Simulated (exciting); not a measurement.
# Electron–core-hole interaction in the O K spectrum of LuBrO, part 3 of 3

Aim: the O K absorption edge of LuBrO with the electron–hole interaction treated explicitly, and what each term of the kernel does.

exciting sodium; X-ray absorption, core-level Bethe-Salpeter equation, exchange and statically screened direct term, Tamm-Dancoff, all-electron LAPW+lo LDA.

So far. Step 6 (Exchange alone): Maxima (height): 3.7 eV (0.67), 4.8 eV (0.58), 9.7 eV (0.43), 10.8 eV (0.46) and 14.6 eV (0.31); 2 lower ones aren't listed. The spectrum differs from the independent-particle run by 3 % r.m.s. Step 7 (Direct term alone): Maxima (height): 1.8 eV (1.00), 8.2 eV (0.41), 13.7 eV (0.20) and 15.9 eV (0.19). The spectrum differs from the singlet run by 4 % r.m.s.

**9. Another input**

In this try the input is made faulty on purpose, to show what that does.

File input.xml:

```
<input>
  <title>LuBrO</title>
  <structure speciespath="." autormt="false" epslat="1.0e-5">
    <crystal>
      <basevect>7.1140629675 0.0000000000 0.0000000000</basevect>
      <basevect>0.0000000000 7.1140629675 0.0000000000</basevect>
      <basevect>0.0000000000 0.0000000000 15.7867720422</basevect>
    </crystal>
    <species speciesfile="Lu.xml" rmt="2.240">
      <atom coord="0.5000000000 0.0000000000 0.6327600000"/>
      <atom coord="0.0000000000 0.5000000000 0.3672400000"/>
    </species>
    <species speciesfile="Br.xml" rmt="2.300">
      <atom coord="0.0000000000 0.5000000000 0.8282000000"/>
      <atom coord="0.5000000000 0.0000000000 0.1718000000"/>
    </species>
    <species speciesfile="O.xml" rmt="1.765">
      <atom coord="0.5000000000 0.5000000000 0.5000000000"/>
      <atom coord="0.0000000000 0.0000000000 0.5000000000"/>
    </species>
  </structure>
  <groundstate do="skip" xctype="LDA_PW" ngridk="4 4 2" rgkmax="7" gmaxvr="14" nempty="8" swidth="0.001" maxscl="100" epsengy="1e-5"/>
  <xs xstype="BSE" ngridk="3 3 2" ngridq="3 3 2" vkloff="0.097 0.273 0.493" rgkmax="7" nempty="54" gqmax="3" lmaxapwwf="5" lmaxemat="2" broad="0.01654" tevout="true">
    <energywindow intv="18.072 19.689" points="439"/>
    <screening screentype="full" nempty="3"/>
    <BSE xas="true" xasspecies="3" xasatom="1" xasedge="K" bsetype="singlet" nstlxas="1 50"/>
    <qpointset>
      <qpoint>0 0 0</qpoint>
    </qpointset>
    <plan>
      <doonly task="scrgeneigvec"/>
      <doonly task="scrwritepmat"/>
      <doonly task="screen"/>
      <doonly task="scrcoulint"/>
    </plan>
  </xs>
</input>
```

File input.xml for the last start (plan only):

```
  <plan>
    <doonly task="bse"/>
  </plan>
```

Launch:

```console
OMP_NUM_THREADS=1 mpirun -n 2 exciting
OMP_NUM_THREADS=2 exciting
```

Numbers of over 12 decimals in the logs are rounded to 6 here.

What it wrote:

```text
| EXCITING SODIUM started for task scrgeneigvec ( 401)                         =
One-shot GS runs for BSE calculations
One-shot GS runs for k+qmt/2 grids
Info(xsgeneigvec): Generating eigenvectors for Q-point      1
Using screening GS parameters.
Info(xsgeneigvec): Generation of eigenvectors finished
| EXCITING SODIUM started for task scrwritepmat ( 420)                         =
Info(writepmatxs): Momentum matrix elements finished
Info(scrwritepmat): Momentum matrix elements for screening finished
| EXCITING SODIUM started for task screen ( 430)                               =
[...]
Info(setup_bse_block): Setting up RR part of hamiltonian
Info(setup_bse_block): Singlet spin state
Info(bse): Diagonalizing RR Hamiltonian (TDA)
Info(bse): Invoking Lapack routine ZHEEVR
      1800 eigen solutions found in the interval:
         i1=       1 i2=    1800
Info(bse): Writing excition energies and oscillator strengths to text file.
Info(makespectrum_dist): Making spectrum using formula for coupling with time reversed AR basis.
Info(makespectrum_dist): Using formalism for vanishing momentum transfer.
Info(writederived): Writing quantities derived from the macroscopic dielectric function.
Info(bselauncher): Spectrum finished for iqmt=  1
Info(bselauncher): All done for BSE type singlet
```

The job ended after 4.3 min (2 MPI ranks of Arm Neoverse V2, shared host).

Wall time by task: scrgeneigvec 21 s, scrwritepmat 5.4 s, screen 43 s, scrcoulint 3 min, bse 6.9 s.

The input has a fault: far too few empty states in the screening. The spectrum differs from the singlet run by 146 % r.m.s. Moving the earlier curve by -4.1 eV leaves 78 %. The highest maximum lies at -2.4 eV (2.45), against 1.8 eV (1.00). The first bright state moves from -0.63 to -2.91 eV. Too few states underscreen, so the attraction is too strong.

```csv
E (eV),first run,this run
-6.0,0.01,0.06
-5.0,0.02,0.11
-4.0,0.02,0.31
-3.0,0.04,1.71
-2.0,0.07,1.53
-1.0,0.23,0.50
0.0,0.66,0.42
1.0,0.80,0.30
2.0,0.97,0.16
3.0,0.48,0.16
4.0,0.35,0.16
5.0,0.29,0.14
6.0,0.22,0.17
7.0,0.27,0.25
8.0,0.40,0.19
9.0,0.36,0.14
10.0,0.30,0.11
11.0,0.24,0.10
12.0,0.18,0.09
13.0,0.18,0.11
14.0,0.19,0.11
15.0,0.17,0.10
16.0,0.20,0.09
17.0,0.16,0.07
18.0,0.14,0.07
19.0,0.15,0.06
20.0,0.11,0.05
```

**10. From independent particles to the full kernel**

```csv
level,curve passes 0.15 (eV),highest maximum (eV),its height
IP,0.8,3.6,0.69
RPA,0.8,3.7,0.67
direct only,-1.3,1.8,1.00
singlet,-1.3,1.8,1.00
```

```csv
E (eV),IP,RPA,direct only,singlet
-4.0,0.01,0.01,0.02,0.02
-3.0,0.01,0.01,0.04,0.04
-2.0,0.02,0.02,0.08,0.07
-1.0,0.03,0.03,0.25,0.23
0.0,0.06,0.06,0.71,0.66
1.0,0.18,0.17,0.83,0.80
2.0,0.28,0.27,0.95,0.97
3.0,0.50,0.46,0.46,0.48
4.0,0.65,0.64,0.34,0.35
5.0,0.55,0.56,0.28,0.29
6.0,0.39,0.39,0.22,0.22
7.0,0.24,0.25,0.27,0.27
8.0,0.26,0.26,0.40,0.40
9.0,0.34,0.34,0.35,0.36
10.0,0.42,0.42,0.29,0.30
11.0,0.44,0.45,0.23,0.24
12.0,0.39,0.40,0.18,0.18
13.0,0.27,0.28,0.17,0.18
14.0,0.27,0.27,0.19,0.19
15.0,0.28,0.29,0.17,0.17
16.0,0.23,0.23,0.19,0.20
17.0,0.26,0.27,0.16,0.16
18.0,0.24,0.25,0.14,0.14
19.0,0.23,0.23,0.14,0.15
20.0,0.23,0.24,0.11,0.11
```

**11. Outcome**

* absorber and edge: O K, atom 5
* surroundings: 4 Lu at 2.18 Å (distorted tetrahedral, site symmetry -4m2)
* first bright state: -0.63 eV from the Kohn–Sham onset, on this mesh
* highest maximum: 1.8 eV
* cost of the BSE run: 17 min on 2 MPI ranks of Arm Neoverse V2, shared host; the last task ran on as many threads

In words: Is a core exciton bound? Yes on this mesh: the first bright state (over 5 % of the brightest) lies at -0.63 eV from the Kohn–Sham onset and at -0.93 eV from the lowest bare transition of its own mesh. Changing the half width (eV) from 0.45 to 1.35 alters the spectrum by 25 % r.m.s. Exchange alone changes the independent-particle spectrum by 3 % r.m.s. Leaving exchange out of the full kernel changes the spectrum by 4 % r.m.s. With 18 k points the binding energies are rough, and fine structure above the first lines is partly noise of the mesh. The kernel cutoff is low for a compact core orbital, so the effect of exchange is a lower bound. The zero comes from the unshifted 4×4×2 ground-state mesh; it is exact only where the band minimum lies on that mesh. The Kohn–Sham onset, 504 eV, is no photon energy: the scale needs a rigid shift. No quasiparticle correction widens the gap or stretches the bands. Vibrations and energy-dependent lifetimes are left out. The structure is a published determination, not relaxed.

[Banner, clock and machine lines of the logs are left out without a mark of their own.]

[Logs are printed without paths, hosts, clocks, repeated set-up lines and the standing remarks that a program may print on its own settings, such as how far it seeks lower states.]

[Hosts, paths, dates, database ids (printed as entryN), source tags and the programs' standing remarks are cut or masked in the printed files.]
